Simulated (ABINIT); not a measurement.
## Li3Ta (Pm-3m): zone-centre phonons

Aim: the zone-centre modes of Li3Ta (Pm-3m).

Program: ABINIT 10.8.3. Level of theory: DFT PBE, scalar-relativistic, plane waves, PseudoDojo norm-conserving pseudopotentials. Results are calculated unless marked as measured.

Most raw output is cut from this account.

The structure was built from a prototype and need not be the compound's stable phase.

### Step 1. The starting structure

It takes space group Pm-3m (No. 221, cubic). The conventional cell has a = 4.268 Å, b = 4.268 Å, c = 4.268 Å, α = 90.00°, β = 90.00°, γ = 90.00°. Ta has 12 Li at 3.02 Å nearest. Nearest to Li lie 4 Ta at 3.02 Å and 8 Li at 3.02 Å. Farther neighbours are not listed.

### Step 2. A first look

A first run with smearing and empty bands tells whether the crystal has a gap, which decides between fixed occupations and smearing later on.

File probe.abi:

```
# ground state
tolvrs 1.0d-08
prtden 1
prtwf 1

# basis, mesh and filling
ecut 33.0
ngkpt 4 4 4
nshiftk 1
shiftk 0.0 0.0 0.0
istwfk *1
occopt 7
tsmear 0.005
nband 18
nstep 100
diemac 9.0
prtebands 0
prtgsr 0
useylm 1

# cell and atoms
acell 3*1.0 Angstrom
rprim 
    4.26827197 0.0 0.0
    0.0 4.26827197 0.0
    0.0 0.0 4.26827197
ntypat 2
znucl 73 3
natom 4
typat 1 2 2 2
xred 
    0.0 0.0 0.0
    0.0 0.5 0.5
    0.5 0.0 0.5
    0.5 0.5 0.0
pp_dirpath "./pseudo"
pseudos "Ta.upf, Li.upf"
```

Started as:

```
> OMP_NUM_THREADS=1 mpirun -n 4 abinit probe.abi > probe.log
```

Wall time 9.6 s (4 MPI ranks of Arm Neoverse V2, shared host); 38 s of CPU time.

Numbers from this step:

```
volume per atom   : 19.44 Å³
pressure          : -5.294 GPa
gap on the k-mesh : 0 eV
```

No gap opens on this mesh, so smearing is kept; the printed pressure holds the stress of the finite basis too.

### Step 3. Rough relaxation

The typed start is rough, so a first relaxation with smearing and loose thresholds takes it towards rest cheaply.

File prerelax.abi:

```
# relaxation
ionmov 2
optcell 2
dilatmx 1.15
chkdilatmx 0
ntime 40
tolmxf 3.0d-04
tolvrs 1.0d-10
prtwf 0
prtden 0
chksymtnons 0

# basis, mesh and filling
ecut 33.0
ecutsm 3.0
ngkpt 4 4 4
nshiftk 1
shiftk 0.0 0.0 0.0
istwfk *1
occopt 7
tsmear 0.005
nband 18
nstep 100
diemac 1000000.0
prtebands 0
prtgsr 0
useylm 1

# cell and atoms
acell 3*1.0 Angstrom
rprim 
    4.26827197 0.0 0.0
    0.0 4.26827197 0.0
    0.0 0.0 4.26827197
ntypat 2
znucl 73 3
natom 4
typat 1 2 2 2
xred 
    0.0 0.0 0.0
    0.0 0.5 0.5
    0.5 0.0 0.5
    0.5 0.5 0.0
pp_dirpath "./pseudo"
pseudos "Ta.upf, Li.upf"
```

Started as:

```
> OMP_NUM_THREADS=1 mpirun -n 4 abinit prerelax.abi > prerelax.log
```

Run time: 46 s. Hardware: 4 MPI ranks; 3.1 min of CPU time.

Step by step:

```tsv
step	energy less that of the first step (eV)	largest force (eV/Å)	volume (Å³)
1	0.0000	0.0000	77.76
2	-0.0362	0.0000	76.57
3	-0.2054	0.0000	63.62
4	-0.2147	0.0000	66.13
5	-0.2149	0.0000	65.79
```

```tsv
conventional cell, symmetrised	before	after	change
a (Å)	4.268	4.037	-5.4 %
b (Å)	4.268	4.037	-5.4 %
c (Å)	4.268	4.037	-5.4 %
volume (Å³/atom)	19.44	16.45	-15.4 %
```

The relaxed structure:

```
Ta Li
1.0
     4.03689    0.00000    0.00000
     0.00000    4.03689    0.00000
     0.00000    0.00000    4.03689
Ta Li
1 3
Cartesian
  0.0000 0.0000 0.0000
  0.0000 2.0184 2.0184
  2.0184 0.0000 2.0184
  2.0184 2.0184 0.0000
```

Read from the output:

```yaml
volume_per_atom: 16.45 Å³
pressure: -0.007304 GPa
```

The volume changes by -15.4 % in this run and stands -15.4 % from the first cell.

### Step 4. Rough relaxation

The cell changed much, so the rough relaxation is repeated on a basis made for the new cell.

Changes to prerelax.abi since step 3:

```diff
@@ -31,5 +31,5 @@
 rprim 
-    4.26827197 0.0 0.0
-    0.0 4.26827197 0.0
-    0.0 0.0 4.26827197
+    4.036893647 0.0 0.0
+    0.0 4.036893647 0.0
+    0.0 0.0 4.036893647
 ntypat 2
```

Wall time 10 s (4 MPI ranks); 40 s of CPU time.

Little changed from the start: no atom moved by 0.005 Å and no cell edge by 0.1 %.

Read from the output:

```
pressure : -0.007309 GPa
```

The volume changes by +0.0 % in this run and stands -15.4 % from the first cell.

### Step 5. Relaxing the cell and atoms

The harmonic expansion needs vanishing forces, and a free crystal bears no stress, so cell and atoms are brought to rest. Stress is more sensitive to the basis than forces are: the last 3 Ha under the cutoff are smoothed with ecutsm, and the cutoff is raised above that of the later runs.

File relax.abi:

```
# relaxation
ionmov 2
optcell 2
dilatmx 1.08
ntime 40
tolmxf 1.0d-05
tolvrs 1.0d-14
prtwf 0
prtden 0
chksymtnons 0

# basis, mesh and filling
ecut 41.0
ecutsm 3.0
ngkpt 6 6 6
nshiftk 1
shiftk 0.0 0.0 0.0
istwfk *1
occopt 3
tsmear 0.01
nband 18
nstep 100
diemac 1000000.0
prtebands 0
prtgsr 0
useylm 1

# cell and atoms
acell 3*1.0 Angstrom
rprim 
    4.03689365 0.0 0.0
    0.0 4.03689365 0.0
    0.0 0.0 4.03689365
ntypat 2
znucl 73 3
natom 4
typat 1 2 2 2
xred 
    0.0 0.0 0.0
    0.0 0.5 0.5
    0.5 0.0 0.5
    0.5 0.5 0.0
pp_dirpath "./pseudo"
pseudos "Ta.upf, Li.upf"
```

Started as:

```
> OMP_NUM_THREADS=1 mpirun -n 4 abinit relax.abi > relax.log
```

Elapsed: 63 s, on 4 MPI ranks.

The steps of the relaxation:

```tsv
step	energy less that of the first step (eV)	largest force (eV/Å)	volume (Å³)
1	0.0000	0.0000	65.79
2	-0.0014	0.0000	66.01
3	-0.0062	0.0000	67.59
4	-0.0062	0.0000	67.63
```

```tsv
conventional cell, symmetrised	before	after	change
a (Å)	4.037	4.074	+0.9 %
b (Å)	4.037	4.074	+0.9 %
c (Å)	4.037	4.074	+0.9 %
volume (Å³/atom)	16.45	16.91	+2.8 %
```

The relaxed structure:

```xyz
4
Lattice="4.0743 0.0000 0.0000 0.0000 4.0743 0.0000 0.0000 0.0000 4.0743" Properties=species:S:1:pos:R:3 pbc="T T T"
Ta    0.0000    0.0000    0.0000
Li    0.0000    2.0372    2.0372
Li    2.0372    0.0000    2.0372
Li    2.0372    2.0372    0.0000
```

Numbers from this step:

* volume per atom: 16.91 Å³
* pressure: 7.22e-4 GPa

The volume changes by +2.8 % in this run and stands -13.0 % from the first cell.

### Step 6. Ground state

First-order wavefunctions inherit every error of the ground state, hence the very tight tolvrs. Smearing stays on, as the first look found no gap above 0.3 eV.

File gs.abi:

```
# ground state
tolvrs 1.0d-16
prtden 1
prtwf 1

# basis, mesh and filling
ecut 33.0
ngkpt 6 6 6
nshiftk 1
shiftk 0.0 0.0 0.0
istwfk *1
occopt 3
tsmear 0.01
nband 18
nstep 100
diemac 1000000.0
prtebands 0
prtgsr 0
useylm 1

# cell and atoms
acell 3*1.0 Angstrom
rprim 
    4.074335945 0.0 0.0
    0.0 4.074335945 0.0
    0.0 0.0 4.074335945
ntypat 2
znucl 73 3
natom 4
typat 1 2 2 2
xred 
    0.0 0.0 0.0
    0.0 0.5 0.5
    0.5 0.0 0.5
    0.5 0.5 0.0
pp_dirpath "./pseudo"
pseudos "Ta.upf, Li.upf"
```

Started as:

```
> OMP_NUM_THREADS=1 mpirun -n 4 abinit gs.abi > gs.log
```

Run time: 13 s. Hardware: 4 MPI ranks; 51 s of CPU time.

This step gave:

| Quantity | Value |
| --- | --- |
| pressure | -0.2929 GPa |

The cell stands at -0.29 GPa: the relaxation ran with a smoothed and higher cutoff, and the difference is a stress of the finite basis.

### Step 7. Zone-centre response

At q = 0 one unit cell holds all displacements. The response is solved for single atoms along the cell's directions, and symmetry skips those that follow from others. The crystal is treated as a metal, which screens a static field, so no field response is asked.

File dfpt_gamma.abi:

```

# common to the responses
getwfk_filepath "gso_WFK"
kptopt 2
nqpt 1
qpt 0.0 0.0 0.0
asr 0
chneut 0

# displacements
rfphon 1
rfatpol 1 4
rfdir 1 1 1
tolvrs 1.0d-10
prtwf 0

# basis, mesh and filling
ecut 33.0
ngkpt 6 6 6
nshiftk 1
shiftk 0.0 0.0 0.0
istwfk *1
occopt 3
tsmear 0.01
nband 18
nstep 100
diemac 1000000.0
prtebands 0
prtgsr 0
useylm 1

# cell and atoms
acell 3*1.0 Angstrom
rprim 
    4.074335945 0.0 0.0
    0.0 4.074335945 0.0
    0.0 0.0 4.074335945
ntypat 2
znucl 73 3
natom 4
typat 1 2 2 2
xred 
    0.0 0.0 0.0
    0.0 0.5 0.5
    0.5 0.0 0.5
    0.5 0.5 0.0
pp_dirpath "./pseudo"
pseudos "Ta.upf, Li.upf"
```

Started as:

```
> OMP_NUM_THREADS=1 mpirun -n 4 abinit dfpt_gamma.abi > dfpt_gamma.log
```

It took 71 s on 4 MPI ranks; 4.7 min of CPU time.

Read from the output:

```yaml
largest_acoustic_frequency_at_the_zone_centre_before_the_sum_rule: 2.28 cm⁻¹
highest_optical_zone_centre_mode_no_lo_to_term: 405.9 cm⁻¹
lowest_optical_zone_centre_mode: 195.3 cm⁻¹
```

The acoustic modes at Γ come out as far as 2.3 cm⁻¹ from zero, where they should vanish, a small numerical error.

### Step 8. Zone-centre analysis

anaddb reads the merged derivatives and imposes the acoustic sum rule.

File anaddb.abi:

```
ddb_filepath "gamma_DDB"
output_file "anaddb.abo"
outdata_prefix "anaddb"
asr 1
chneut 1
enunit 2
eivec 1
nph1l 1
qph1l 0.0 0.0 0.0 1.0
```

File mrgddb.in:

```
gamma_DDB
merged
2
dfpt_gammao_DDB
gso_DDB
```

Started as:

```
> mrgddb < mrgddb.in > mrgddb.log
> OMP_NUM_THREADS=1 anaddb anaddb.abi > anaddb.log
```

Run time: 0.49 s. Hardware: 1 thread.

Numbers from this step:

| Item | Value |
| --- | --- |
| highest optical zone-centre mode (no LO-TO term) | 405.8 cm⁻¹ |

No LO-TO term; unit eigenvectors of the mass-weighted matrix, from anaddb's displacements. The modes at Γ (shares of kinetic energy by element, %):

```tsv
mode	frequency (cm⁻¹)	symmetry	Ta %	Li %
1	0.0	acoustic	90	10
2	0.0	acoustic	90	10
3	0.0	acoustic	90	10
4	195.3	T1u	7	93
5	195.3	T1u	7	93
6	195.3	T1u	7	93
7	381.7	T2u	0	100
8	381.7	T2u	0	100
9	381.7	T2u	0	100
10	405.8	T1u	3	97
11	405.8	T1u	3	97
12	405.8	T1u	3	97
```

Displacements in mode 4 (195.3 cm⁻¹), the largest set to 1:
```
Ta1  0.00  0.00 -0.06
Li2  0.00  0.00  0.27
Li3  0.00  0.00  0.27
Li4  0.00  0.00  1.00
```

Displacements in mode 10 (405.8 cm⁻¹), the largest set to 1:
```
Ta1  0.00  0.00 -0.05
Li2  0.00  0.00  1.00
Li3  0.00  0.00  1.00
Li4  0.00  0.00 -0.63
```

The rule moves no optical mode by more than 0.2 cm⁻¹.

### Step 9. Results

| Item | Value |
| --- | --- |
| space group after relaxation | Pm-3m |
| volume per atom | 16.9 Å³ |
| highest optical zone-centre mode (no LO-TO term) | 405.8 cm⁻¹ |
| lowest optical zone-centre mode | 195.3 cm⁻¹ |
| imaginary optical modes at the zone centre (no q mesh in this session) | none |

In words: At the PBE level the optical modes of Li3Ta (Pm-3m) at the zone centre run from 195 to 406 cm⁻¹. These are harmonic frequencies: anharmonic shifts and widths and the lattice's thermal expansion are left out. The Fermi-Dirac smearing of 0.01 Ha is an electronic temperature of 3158 K, which adds a pressure of its own and can shift the volume and soft modes. Spin-orbit coupling is left out, which can matter for the heavy elements here. In a metal the frequencies hang on the k mesh and the smearing, most of all near Kohn anomalies. The structure is a hypothetical one, built on a prototype.

[Host names and launcher messages were left out of these logs when they were recorded.]

[Logs are printed without paths, hosts, clocks, repeated set-up lines and the standing remarks that a program may print on its own settings, such as how far it seeks lower states.]

[Hosts, paths, dates, database ids (printed as entryN), source tags and the programs' standing remarks are cut or masked in the printed files.]
